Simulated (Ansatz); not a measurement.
# NH3 on Ta(110), ontop start, 2x2 cell: photoemission fingerprints, part 2 of 4

What would XPS and UPS show for NH3 on Ta(110), ontop start, 2x2 cell? Spin–orbit coupling is left out of the bands throughout.

Ansatz 0.2.0; DFT, PBE, plane-wave PAW, default files, scalar-relativistic.

So far, work function, upper face (eV): step 2 (the clean face) 4.79.

## (3) Relaxing the atoms

System of this step: Ta16H3N. The cell holds 20 atoms: 3 H, 1 N and 16 Ta. Cell: a = 6.620 Å, b = 5.733 Å, c = 24.552 Å, α = 90.0°, β = 90.0°, γ = 54.7°. It derives from Ta. How the cell was made: adsorbate; added: NH3; site: ontop; coverage 0.25 monolayer; cell: 2x2; on one face. Regions: ad, 4 atoms (3 H and 1 N); L1, 4 atoms (4 Ta); L2, 4 atoms (4 Ta); L3, 4 atoms (4 Ta); rest, 4 atoms (4 Ta). Vacuum lies along c.

The cut or typed positions aren't at rest, and spectra shift with geometry, so the relaxation comes first. 8 atoms are held to stand for the bulk. A dipole correction cancels the field between unlike faces.

File input.yaml:

```yaml
crystal:
  lattice:
    - [6.62, 0.0, 0.0]
    - [3.31, 4.6810468915, 0.0]
    - [0.0, 0.0, 24.5515703372]
  atoms:
    - { symbol: H, position: [0.144842355, 0.0, 0.694520558] }
    - { symbol: H, position: [0.843901038, 0.173038215, 0.694520558] }
    - { symbol: H, position: [0.016365783, 0.826961785, 0.694520558] }
    - { symbol: "N", position: [0.002102277, 0.0, 0.679042933] }
    - { symbol: Ta, position: [0.0, 0.0, 0.59147216] }
    - { symbol: Ta, position: [0.5, 0.0, 0.59147216] }
    - { symbol: Ta, position: [0.0, 0.5, 0.59147216] }
    - { symbol: Ta, position: [0.5, 0.5, 0.59147216] }
    - { symbol: Ta, position: [0.75, 0.5, 0.496141254] }
    - { symbol: Ta, position: [0.25, 0.5, 0.496141254] }
    - { symbol: Ta, position: [0.75, 0.0, 0.496141254] }
    - { symbol: Ta, position: [0.25, 0.0, 0.496141254] }
    - { symbol: Ta, position: [0.0, 0.0, 0.400810348] }
    - { symbol: Ta, position: [0.5, 0.0, 0.400810348] }
    - { symbol: Ta, position: [0.0, 0.5, 0.400810348] }
    - { symbol: Ta, position: [0.5, 0.5, 0.400810348] }
    - { symbol: Ta, position: [0.75, 0.5, 0.305479442] }
    - { symbol: Ta, position: [0.25, 0.5, 0.305479442] }
    - { symbol: Ta, position: [0.75, 0.0, 0.305479442] }
    - { symbol: Ta, position: [0.25, 0.0, 0.305479442] }
kpoints:
  mp_grid: { grid: [6, 6, 1] }
scf:
  occupations: { method: fermi_dirac, width: 0.05 }
  n_extra_bands: 16
hamiltonian:
  xc: pbe
  pseudopotentials: { kind: paw }
output:
  forces: true
  write_potential: true
  volumetric_format: []
efield:
  axis: 3
  dipole_correction: true
relax:
  f_tol: 0.03
  max_steps: 45
  constraints: [{ sites: [12, 13, 14, 15, 16, 17, 18, 19] }]
```

The run is started by

```console
ansatz run input.yaml --threads 8 --pin off --max-ram 20480MiB --backend cpu --events-out ev --progress --plain --runs-dir out
```

Numbers of over 12 decimals in the logs are rounded to 6 here.

What it wrote:

```text
[...]
Crystal: 20 atoms, lattice volume = 760.817 Å³
Basis set: ecut = 420 eV, 14875 PW (Γ), exchange–correlation on 90×80×360 points (8 copies of the dense FFT grid, shifted against one another)
Bands: 124, of which v1, the nominal top of the filled ones, is band 108 counted from 1 (107 counted from 0)
Symmetry: 1 space group operations
[...]
k-points: 20 of 36 (time reversal used)
[...]
SCF iter   1: F=—  HF=-159340.325127 eV  |F-HF|=—  |Δ(HF+E_count)|=         —  Δρ=1.05e-2  dr2=3.73e1  ethr=1.77e-3  p=0.384 e·Å  D=9.13e-2 V/Å  ΔV_dip=-2.24 eV  dr2_dipole=2.16e1  V_vac-E_F(+/−)=2.90/5.15 eV  ⟨swp⟩=12.9  Hψ=12931  notcnv=0  defer=4
[...]
SCF iter   7: F=-159339.838907 eV  HF=-159339.838909 eV  |F-HF|=2.33e-6  |Δ(HF+E_count)|=   3.43e-6  Δρ=1.39e-5  dr2=3.99e-6  ethr=1.04e-8  p=0.323 e·Å  D=7.68e-2 V/Å  ΔV_dip=-1.89 eV  dr2_dipole=2.73e-7  V_vac-E_F(+/−)=2.94/4.82 eV  ⟨swp⟩=14.0  Hψ=23983  notcnv=0
SCF 1 converged in 7 iterations: F = -159339.838907 eV  dr2 = 3.99e-6
  Residual-converged pass: ⟨swp⟩=1.0  Hψ=2560  notcnv=0  max |occ|·‖R‖ = 7.0e-9 eV (tolerance 1.0e-8 eV)  dr2=3.99e-6  dr2_onsite=1.83e-8  max |Δocc| = 1.1e-10
[...]
relax step   1: F+E_penalty+E_count = -159339.83890655 eV  Δ(F+E_penalty+E_count) = +0.000e0 eV  max|allowed force component| = 1.663e0 eV/Å  Δτ_max = 0.0000 Å  (7 SCF iters, dr2 threshold 2.25e-5 eV, accepted)
[...]
SCF iter   6: F=-159340.160651 eV  HF=-159340.160663 eV  |F-HF|=1.15e-5  |Δ(HF+E_count)|=   6.45e-5  Δρ=4.07e-5  dr2=2.98e-5  ethr=4.63e-8  p=0.384 e·Å  D=9.14e-2 V/Å  ΔV_dip=-2.24 eV  dr2_dipole=4.67e-6  V_vac-E_F(+/−)=2.57/4.82 eV  ⟨swp⟩=13.9  Hψ=26315  notcnv=0
SCF 2 converged in 6 iterations: F = -159340.160651 eV  dr2 = 2.98e-5
[...]
relax step   2: F+E_penalty+E_count = -159340.16065145 eV  Δ(F+E_penalty+E_count) = -3.217e-1 eV  max|allowed force component| = 6.375e-1 eV/Å  Δτ_max = 0.1949 Å  (6 SCF iters, dr2 threshold 1.00e-4 eV, accepted)
[...]
SCF iter   6: F=-159340.251012 eV  HF=-159340.251017 eV  |F-HF|=5.14e-6  |Δ(HF+E_count)|=   5.63e-6  Δρ=2.16e-5  dr2=9.11e-6  ethr=1.18e-8  p=0.406 e·Å  D=9.66e-2 V/Å  ΔV_dip=-2.37 eV  dr2_dipole=2.04e-6  V_vac-E_F(+/−)=2.44/4.81 eV  ⟨swp⟩=13.8  Hψ=25504  notcnv=0
SCF 3 converged in 6 iterations: F = -159340.251012 eV  dr2 = 9.11e-6
relax step   3: F+E_penalty+E_count = -159340.25101164 eV  Δ(F+E_penalty+E_count) = -9.036e-2 eV  max|allowed force component| = 4.248e-1 eV/Å  Δτ_max = 0.1943 Å  (6 SCF iters, dr2 threshold 2.54e-5 eV, accepted)
[...]
relax step   4: F+E_penalty+E_count = -159340.26052426 eV  Δ(F+E_penalty+E_count) = -9.513e-3 eV  max|allowed force component| = 1.252e-1 eV/Å  Δτ_max = 0.0480 Å  (5 SCF iters, dr2 threshold 2.65e-5 eV, accepted)
[...]
relax step   5: F+E_penalty+E_count = -159340.26017563 eV  Δ(F+E_penalty+E_count) = +3.486e-4 eV  max|allowed force component| = 4.218e-1 eV/Å  Δτ_max = 0.0600 Å  (6 SCF iters, dr2 threshold 1.36e-6 eV, rejected (line search))
SCF iter   1: F=—  HF=-159340.265972 eV  |F-HF|=—  |Δ(HF+E_count)|=         —  Δρ=1.00e-3  dr2=9.93e-3  ethr=2.35e-5  p=0.377 e·Å  D=8.97e-2 V/Å  ΔV_dip=-2.20 eV  dr2_dipole=2.93e-3  V_vac-E_F(+/−)=2.61/4.81 eV  ⟨swp⟩=3.0  Hψ=4912  notcnv=0  defer=31
[...]
SCF iter   7: F=-159340.265097 eV  HF=-159340.265097 eV  |F-HF|=1.25e-8  |Δ(HF+E_count)|=   3.08e-8  Δρ=9.79e-7  dr2=2.29e-8  ethr=4.63e-11  p=0.386 e·Å  D=9.19e-2 V/Å  ΔV_dip=-2.26 eV  dr2_dipole=2.02e-9  V_vac-E_F(+/−)=2.56/4.81 eV  ⟨swp⟩=12.0  Hψ=19697  notcnv=0
SCF 6 converged in 7 iterations: F = -159340.265097 eV  dr2 = 2.29e-8
relax step   6: F+E_penalty+E_count = -159340.26509730 eV  Δ(F+E_penalty+E_count) = -4.573e-3 eV  max|allowed force component| = 2.260e-2 eV/Å  Δτ_max = 0.0300 Å  (7 SCF iters, accepted)
NSCF: frozen V_eff on 20 k-points
[...]
SCF converged after 7 iterations
Free energy (F): -159340.265097 eV
[...]
Internal energy: -159340.059261 eV  (E = F + TS)
E sigma→0 (E₀):  -159340.162179 eV
Entropy (-TS):   -0.205836 eV (-10.292 meV/atom)
Fermi energy:    5.188241 eV
Dipole field:    D = 0.091837 V/Å  (p = 0.386131 e·Å, saw-weighted, corrected)
Work function:   Φ+ = 2.5573 eV   Φ− = 4.8119 eV
[...]
--- Forces (eV/Å), atoms counted from 1 ---
  atom   1  H      0.01955663    -0.00025967    -0.01055889
  atom   2  H     -0.00309251     0.01068698    -0.01533023
  atom   3  H     -0.00246257    -0.00998062    -0.01531311
  atom   4  N     -0.01348300    -0.00044076     0.00547856
  atom   5  Ta    -0.00795924     0.00011691     0.02260400
  atom   6  Ta     0.00931232     0.00005591    -0.00431481
  atom   7  Ta     0.00055083    -0.00058139    -0.00280747
  atom   8  Ta     0.00063983     0.00038128    -0.00279942
  atom   9  Ta     0.00558129    -0.00847069     0.00381845
  atom  10  Ta     0.00554110     0.00851180     0.00384094
  atom  11  Ta    -0.01115348    -0.00001036    -0.00267891
  atom  12  Ta    -0.00411274     0.00000693     0.01580474
  atom  13  Ta    -0.01232382     0.00000343    -0.33766941
  atom  14  Ta     0.00008590    -0.00000533    -0.54212392
  atom  15  Ta     0.00186791    -0.00665056    -0.45566574
  atom  16  Ta     0.00186580     0.00663875    -0.45567169
  atom  17  Ta     0.00180099    -0.02739900     0.45678791
  atom  18  Ta     0.00180043     0.02740266     0.45679070
  atom  19  Ta    -0.05348001    -0.00000168     0.44463863
  atom  20  Ta     0.05947455    -0.00000198     0.43506902
  max |Σ_I F_I| component: 1.01e-4 eV/Å
--- Band table (eV; the first three rows and the last of 20) ---
  k-point 0: bands = [... 104 lower, 5.3080, 5.3481, 5.4857, 5.5926, 5.7438, 6.1810, 6.1930, 6.3716, ... 12 higher]
  k-point 1: bands = [... 104 lower, 5.2746, 5.4164, 5.4369, 5.6083, 5.7534, 5.8197, 5.8726, 5.8838, ... 12 higher]
  k-point 2: bands = [... 104 lower, 5.1893, 5.2056, 5.2767, 5.3572, 5.3771, 5.4888, 5.5117, 5.5669, ... 12 higher]
  k-point 19: bands = [... 104 lower, 4.7160, 4.7666, 4.8405, 4.8670, 4.8901, 4.9111, 5.1570, 5.2505, ... 12 higher]
--- Relaxed structure (6 steps of the walk, 5 accepted, 0 SCFs on fresh bases) ---
  F+E_penalty+E_count = -159340.26509730 eV   max|allowed force component| = 2.260e-2 eV/Å
  atoms:
    - { symbol: H, position: [0.146767, -0.000276191, 0.706016] }
    - { symbol: H, position: [0.839137, 0.178029, 0.706552] }
    - { symbol: H, position: [0.016748, 0.822169, 0.706546] }
    - { symbol: N, position: [0.000702551, -2.287746288491944e-5, 0.692258] }
    - { symbol: Ta, position: [-0.00365492, -7.275876222465839e-7, 0.597669] }
    - { symbol: Ta, position: [0.503031, -5.7420890861016305e-6, 0.587222] }
    - { symbol: Ta, position: [0.000967807, 0.498012, 0.586246] }
    - { symbol: Ta, position: [0.498972, 0.501995, 0.586246] }
    - { symbol: Ta, position: [0.750741, 0.498377, 0.495291] }
    - { symbol: Ta, position: [0.249119, 0.501623, 0.495290] }
    - { symbol: Ta, position: [0.750035, 4.7465212153990904e-8, 0.496501] }
    - { symbol: Ta, position: [0.249930, -1.4289014238478956e-8, 0.496924] }
    - { symbol: Ta, position: [0.0, 0.0, 0.400810348] }
    - { symbol: Ta, position: [0.5, 0.0, 0.400810348] }
    - { symbol: Ta, position: [0.0, 0.5, 0.400810348] }
    - { symbol: Ta, position: [0.500000, 0.5, 0.400810348] }
    - { symbol: Ta, position: [0.75, 0.5, 0.305479442] }
    - { symbol: Ta, position: [0.25, 0.5, 0.305479442] }
    - { symbol: Ta, position: [0.750000, 0.0, 0.305479442] }
    - { symbol: Ta, position: [0.25, 0.0, 0.305479442] }
```

Wall time 2.4 min (8 threads of Arm Neoverse V2, shared host); peak memory 3.9 GiB; 19 min of CPU time.

Relaxation path:

| step | energy less that of the first step (eV) | largest force component (eV/Å) |
| --- | --- | --- |
| 1 | 0.0000 | 1.6626 |
| 2 | -0.3217 | 0.6375 |
| 3 | -0.4121 | 0.4248 |
| 4 | -0.4216 | 0.1252 |
| 5 | -0.4213 | 0.4218 |
| 6 | -0.4262 | 0.0226 |

Relaxation step 5 was tried and not accepted.

The atoms that moved most (Å):

| atom | dx | dy | dz | length |
| --- | --- | --- | --- | --- |
| N4 | -0.009 | 0.000 | 0.324 | 0.325 |
| H2 | -0.015 | 0.023 | 0.295 | 0.297 |
| H3 | -0.013 | -0.022 | 0.295 | 0.296 |
| H1 | 0.012 | -0.001 | 0.282 | 0.282 |
| Ta5 | -0.024 | 0.000 | 0.152 | 0.154 |
| Ta8 | 0.000 | 0.009 | -0.128 | 0.129 |
| Ta7 | 0.000 | -0.009 | -0.128 | 0.129 |
| Ta6 | 0.020 | 0.000 | -0.104 | 0.106 |

This step gave:

- free energy: -159340.2651 eV
- energy at zero smearing: -159340.1622 eV
- smearing term TS: 0.2058 eV
- Fermi energy: 5.188 eV
- symmetry operations: 1
- work function, upper face: 2.557 eV
- work function, lower face: 4.812 eV

The relaxation ends 21 meV an atom lower, with a largest force component of 0.023 eV/Å on the free atoms. For the work function, upper face, step 2 gave 4.79 eV; this run, with 20 atoms, gives 2.56 eV (-47 %).

[end of part 2 of 4]

[Logs are printed without paths, hosts, clocks, repeated set-up lines and the standing remarks that a program may print on its own settings, such as how far it seeks lower states.]

[Hosts, paths, dates, database ids (printed as entryN), source tags and the programs' standing remarks are cut or masked in the printed files.]

[Maps of the electrostatic potential energy from Ansatz leave out the sawtooth potential of an applied field or a dipole correction, so their vacuum need not be flat; work functions include it.]
